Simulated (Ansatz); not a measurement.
# ZnO (zincite, P6_3mc): lattice thermal conductivity, part 2 of 2

Wanted: κ(T), lifetimes and mean free paths for ZnO (zincite).

Experimental results on record:
- thermal conductivity 60 W/m/K near room temperature (given in “Combining the AFLOW GIBBS and Elastic Libraries to efficiently and robustly screen thermo-mechanical properties of solids”, 2017, arXiv:1611.05714)

Ansatz 0.2.0; DFT r2SCAN, scalar-relativistic, plane waves, PAW; PAW set soft_1.

So far. Step 2 (A first coarse run): The start is under -1.1 GPa at this level and looks like an insulator or semiconductor on this mesh. Step 4 (Relaxing to small residual forces and stress): The residual pressure is -9.2e-4 GPa, small enough for phonons. The relaxed cell has a = 3.235, c = 5.211 Å (conventional setting).

### 5. Third-order constants and the Boltzmann equation (continued)

300 K; a sample spread over frequency. Mode lifetimes, by row, the first 40 of 90 rows:

```
    q1      q2      q3  branch  frequency (THz)  rms speed (km/s)  three-phonon rate (1/ps)  isotope rate (1/ps)  lifetime (ps)  mean free path (nm)
     0  0.0588       0       1            0.474              2.25                   0.00464              1.36e-6            215                  484
     0  0.1765       0       1            1.389              2.05                    0.0168              2.01e-4           58.7                  121
     0  0.2353       0       1            1.795              1.79                    0.0214              6.43e-4           45.3                 81.1
0.0588  0.2353       0       1            2.118              2.17                    0.0264              0.00141             36                 77.9
0.0588  0.1176  0.3333       2            2.339                 3                    0.0346              0.00246             27                 80.9
0.1176  0.2353  0.2222       1            2.482              1.71                    0.0309              0.00333           29.2                 49.9
0.1176  0.2353  0.3333       1            2.622              1.57                    0.0355              0.00464           24.9                 39.2
     0  0.1176  0.4444       3            2.723               2.7                    0.0426              0.00686           20.2                 54.5
0.1765  0.1765  0.1111       2            2.798              2.43                    0.0399              0.00842           20.7                 50.4
0.0588  0.1176  0.2222       3            2.891               1.4                    0.0424              0.00928           19.3                 27.1
0.1765  0.2353  0.4444       1            2.982              1.76                    0.0555               0.0195           13.3                 23.5
     0  0.4118  0.3333       1            3.056              1.41                    0.0715               0.0129           11.9                 16.7
0.0588  0.1176       0       4            3.109              5.23                    0.0373               0.0117           20.4                  107
     0  0.2353       0       3            3.182              1.44                    0.0509               0.0117             16                 23.1
0.0588  0.2353  0.3333       3            3.277              1.89                    0.0647               0.0115           13.1                 24.8
0.1176  0.3529  0.4444       2            3.367              1.86                    0.0903               0.0179           9.24                 17.2
0.0588  0.4706  0.4444       2            3.452              1.73                    0.0889               0.0173           9.42                 16.3
     0  0.1176  0.1111       5            3.535              3.25                    0.0749               0.0129           11.4                   37
0.1176  0.1765       0       3            3.612              2.06                    0.0784               0.0152           10.7                   22
0.2353  0.2353  0.2222       2            3.713              1.89                    0.0689               0.0188           11.4                 21.6
     0  0.4118  0.3333       3            3.825              1.25                     0.096               0.0181           8.77                   11
     0  0.0588  0.3333       5            3.908               5.5                     0.102                0.013            8.7                 47.9
0.1765  0.1765       0       3            4.011              2.06                    0.0811               0.0195           9.95                 20.5
0.2941  0.2941  0.1111       2            4.135              1.11                    0.0643                0.021           11.7                   13
0.0588  0.2353  0.3333       4            4.213              2.28                     0.151               0.0187            5.9                 13.4
0.0588  0.4706  0.1111       3            4.327              0.75                     0.167               0.0224           5.29                 3.99
0.1765  0.3529  0.4444       4             4.47              2.07                     0.122               0.0194           7.07                 14.7
0.2353  0.3529       0       3            4.605              0.76                     0.156               0.0191           5.71                 4.35
     0  0.2941  0.2222       4            4.733              1.97                     0.199               0.0161           4.64                 9.13
0.1765  0.2353  0.1111       4            4.911               1.4                     0.241               0.0229           3.79                 5.33
0.2353  0.2941  0.1111       4            5.029              1.52                     0.361               0.0202           2.62                 3.98
0.2353  0.3529  0.1111       4            5.198              1.23                     0.407               0.0104            2.4                 2.94
     0  0.2941  0.1111       5            5.674              3.93                     0.184              0.00444            5.3                 20.8
     0  0.3529       0       5            6.265              3.01                      0.26              0.00986            3.7                 11.1
0.1176  0.2941  0.2222       5            6.655              2.86                     0.238               0.0183            3.9                 11.2
0.1765  0.2941  0.2222       5            6.889               2.2                     0.306               0.0366           2.92                 6.43
0.0588  0.1765  0.2222       6            7.041              1.23                     0.377               0.0405           2.39                 2.95
0.2941  0.2941  0.2222       5             7.17              1.36                     0.513               0.0567           1.76                 2.39
0.2941  0.3529  0.2222       5            7.236              1.21                      0.62                0.091           1.41                 1.71
0.0588  0.2941  0.1111       6            7.307              0.85                     0.569               0.0913           1.51                 1.29
```

Without the LO-TO term. Gamma linewidths, by row:

```
branch  frequency (cm⁻¹)  three-phonon rate (1/ps)  isotope rate (1/ps)  FWHM (cm⁻¹)
     4              91.8                    0.0456               0.0083        0.286
     5              91.8                    0.0456               0.0083        0.286
     6             258.1                     0.516               0.0351         2.93
     7             372.3                      2.42                    0         12.9
     8             394.7                      3.72              4.94e-4         19.8
     9             394.7                      3.72              4.94e-4         19.8
    10               427                      0.42               0.0152         2.31
    11               427                      0.42               0.0152         2.31
    12             542.6                     0.466               0.0501         2.74
```

W/m/K, third of the trace; RTA populations with a boundary rate v/L added to each mode (Matthiessen's rule). Kappa by grain size, by row:

```
T (K)   bulk  10 nm  30 nm  100 nm  300 nm  1000 nm  10000 nm  100000 nm
  100  136.5  6.513  15.65   33.88   56.93    84.29     121.8      134.4
  300  42.03  7.401  13.78   22.33   29.59    35.45     40.82      41.89
  600  20.45  5.869   9.59   13.66   16.54     18.6     20.18      20.42
```

W/m/K, third of the trace; RTA populations with the isotope rates scaled. Kappa by mass disorder, by row:

```
T (K)  no isotopes  as typed  variance x 3  variance x 10  variance x 30
  100        206.7     136.5         92.67          52.07          28.26
  300        46.75     42.03         35.76          25.31          15.65
  600         21.5     20.45         18.76          15.04          10.44
```

At 300 K the relaxation-time value is 42.1 W/(m K).

### 6. Outcome

* highest frequency: 564.5 cm⁻¹
* Debye temperature from the second moment: 670 K
* κ at 300 K (relaxation time): 42.11 W/m/K
* κ at 300 K (full solution): 45.24 W/m/K
* mean free path at half of κ: 82.2 nm
* share of κ above the three lowest branches: 0.257

The lattice of ZnO (zincite) conducts 45.2 W/(m K) at 300 K by r2SCAN (mean over directions, full solution). The full solution lies +7 % from the relaxation-time value at 300 K. Above 300 K the relaxation-time κ falls as T^-1.01, near the 1/T law of three-phonon scattering. Grains of 100 nm would keep 53 % of the bulk value at 300 K, and grains of 1 µm 84 %. Removing the natural isotope disorder raises κ at 300 K by 11 %. A measured thermal conductivity near room temperature is 60 W/m/K (arXiv:1611.05714); the calculated 45.2 W/m/K differs by -25 %. Missing scattering can't explain a value that is too low; the supercell, the cutoff, the meshes, the functional and the use of 0 K frequencies can. The sum rules changed one orbit of cubic constants by up to 27 %; by the manual a large change points to a short cutoff or, on a small and distant orbit, to noisy forces. The conductivities include the coherence part between close branches; the shares for grains, isotopes, branches and paths are of the relaxation-time populations alone. Cubic couplings among atoms farther apart than the pair cutoff are dropped, and neither the cutoff nor the q-mesh was shown to be converged here. The interpolation has no quadrupole term, so branches near the zone centre are less sure, since this crystal has sites that are not centres of inversion. The PAW files were made for PBE and are used here under another functional, for which the program regenerates the frozen cores.

[Logs are printed without paths, hosts, clocks, repeated set-up lines and the standing remarks that a program may print on its own settings, such as how far it seeks lower states.]

[Hosts, paths, dates, database ids (printed as entryN), source tags and the programs' standing remarks are cut or masked in the printed files.]

[A step with changed settings may run another functional than the one named; its input shows which.]
